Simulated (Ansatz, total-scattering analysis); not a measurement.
**Isotope substitution on Se in amorphous 60GeSe2-40Se (mol %)**

Two samples of amorphous 60GeSe2-40Se (mol %) (Ge 27.3, Se 72.7 atom %; 300 K, fixed volume (mean pressure 0.4 GPa); ρ₀ = 0.0329 Å⁻³) differ only in the isotope of Se: 76Se (b = 12.2 fm) and 82Se (b = 6.34 fm). Other lengths: Ge 8.185 fm. The data are simulated by ab initio molecular dynamics with Ansatz (PBE, plane waves, PAW set soft_1, Langevin thermostat, no spin, fixed volume). The average runs over 2.97 ps of 66 atoms, so shells between rare elements are rough. Mean temperature 295 K, largest m.s.d. 0.35 Å², energy drift -9 meV an atom (last third less first, no steady trend), Langevin friction 10 ps⁻¹; the first quarter of the run is discarded. Preparation: atoms packed at random with minimum distances, then 2.3 ps at 1400 K, 2.3 ps at 870 K and 2.6 ps at 460 K with a cheaper basis and a friction of 10 ps⁻¹ (mean temperature of the first stage 1449 K), too short to forget the start in full. So short a stretch relaxes bonds and nearest shells but still remembers its start. It is rigid on the time of the run. A cell quenched within picoseconds keeps more over- and under-coordinated atoms than a real glass or film, so this is a model of such a quench. The partials come from the cell's reciprocal vectors below 4 Å⁻¹ and from g(r) above; absorption, incoherent and inelastic scattering are left out. F(Q) = Σ ci cj bi bj (Sij − 1), in barn per steradian and atom:

| Q (Å⁻¹) | 76Se | 82Se | difference |
| --- | --- | --- | --- |
| 0.6 | -1.111 | -0.366 | -0.745 |
| 0.9 | -0.941 | -0.304 | -0.636 |
| 1.2 | -0.808 | -0.259 | -0.548 |
| 1.5 | -0.618 | -0.243 | -0.375 |
| 1.8 | -0.198 | -0.135 | -0.063 |
| 2.1 | 0.194 | 0.017 | 0.176 |
| 2.4 | 0.066 | 0.044 | 0.023 |
| 2.7 | -0.167 | -0.033 | -0.133 |
| 3.0 | -0.082 | -0.001 | -0.081 |
| 3.3 | 0.353 | 0.138 | 0.215 |
| 3.6 | 0.362 | 0.123 | 0.239 |
| 3.9 | 0.039 | 0.003 | 0.036 |
| 4.2 | -0.322 | -0.123 | -0.199 |
| 4.5 | -0.337 | -0.133 | -0.204 |
| 4.8 | -0.097 | -0.042 | -0.055 |
| 5.1 | 0.098 | 0.042 | 0.057 |
| 5.4 | 0.159 | 0.068 | 0.092 |
| 5.7 | 0.129 | 0.056 | 0.073 |
| 6.0 | 0.053 | 0.026 | 0.027 |
| 6.3 | -0.016 | -0.008 | -0.008 |
| 6.6 | -0.050 | -0.029 | -0.021 |
| 6.9 | -0.059 | -0.031 | -0.027 |
| 7.2 | -0.071 | -0.028 | -0.043 |
| 7.5 | -0.063 | -0.018 | -0.045 |
| 7.8 | 0.006 | 0.009 | -0.003 |
| 8.1 | 0.081 | 0.033 | 0.047 |
| 8.4 | 0.093 | 0.035 | 0.058 |
| 8.7 | 0.046 | 0.016 | 0.030 |
| 9.0 | -0.022 | -0.010 | -0.012 |
| 9.3 | -0.059 | -0.026 | -0.033 |
| 9.6 | -0.048 | -0.021 | -0.026 |
| 9.9 | -0.028 | -0.011 | -0.017 |
| 10.2 | -0.011 | -0.001 | -0.010 |
| 10.5 | 0.018 | 0.011 | 0.007 |
| 10.8 | 0.041 | 0.018 | 0.023 |

The first difference in real space, ΔG(r), in barn (from the pair functions, so without the broadening of a finite Q range):

| r (Å) | first difference G(r) |
| --- | --- |
| 1.78 | -0.753 |
| 1.86 | -0.753 |
| 1.94 | -0.753 |
| 2.02 | -0.753 |
| 2.10 | -0.753 |
| 2.18 | -0.745 |
| 2.26 | -0.440 |
| 2.34 | 0.901 |
| 2.42 | 1.487 |
| 2.50 | 0.927 |
| 2.58 | 0.247 |
| 2.66 | -0.204 |
| 2.74 | -0.344 |
| 2.82 | -0.432 |
| 2.90 | -0.432 |
| 2.98 | -0.440 |
| 3.06 | -0.439 |
| 3.14 | -0.386 |
| 3.22 | -0.371 |
| 3.30 | -0.248 |
| 3.38 | -0.115 |
| 3.46 | -0.050 |
| 3.54 | 0.038 |
| 3.62 | 0.244 |
| 3.70 | 0.379 |
| 3.78 | 0.505 |
| 3.86 | 0.612 |
| 3.94 | 0.614 |
| 4.02 | 0.609 |
| 4.10 | 0.390 |
| 4.18 | 0.280 |
| 4.26 | 0.086 |
| 4.34 | -0.067 |
| 4.42 | -0.135 |
| 4.50 | -0.130 |
| 4.58 | -0.131 |
| 4.66 | -0.145 |
| 4.74 | -0.163 |
| 4.82 | -0.179 |
| 4.90 | -0.204 |
| 4.98 | -0.193 |

Q: What does the difference say of the neighbours of Se?

Pairs without Se cancel. ΔG(r) = Σ W [g(r) − 1] with W = 2 c(Se) c(j) b(j) Δb, and c(Se)² (b₁² − b₂²) for Se–Se: Se–Ge 0.1903, Se–Se 0.5746 barn. At small r, ΔG → −ΣW = -0.765; in this finite cell the Se–Se term carries (N − 1)/N with N = 48 atoms of Se, which gives -0.753.

The first feature holds Se–Se (2.38 Å, 1.0 neighbours by the coordinates) and Ge–Se (2.44 Å, 1.3 neighbours by the coordinates) together, so its area gives only their weighted sum.

Shells of Se from the coordinates: Se–Se at 2.38 Å, 1.0 neighbours to 2.78 Å; Ge–Se at 2.44 Å, 1.3 neighbours to 3.12 Å, a soft count (first peaks with a usable minimum only).
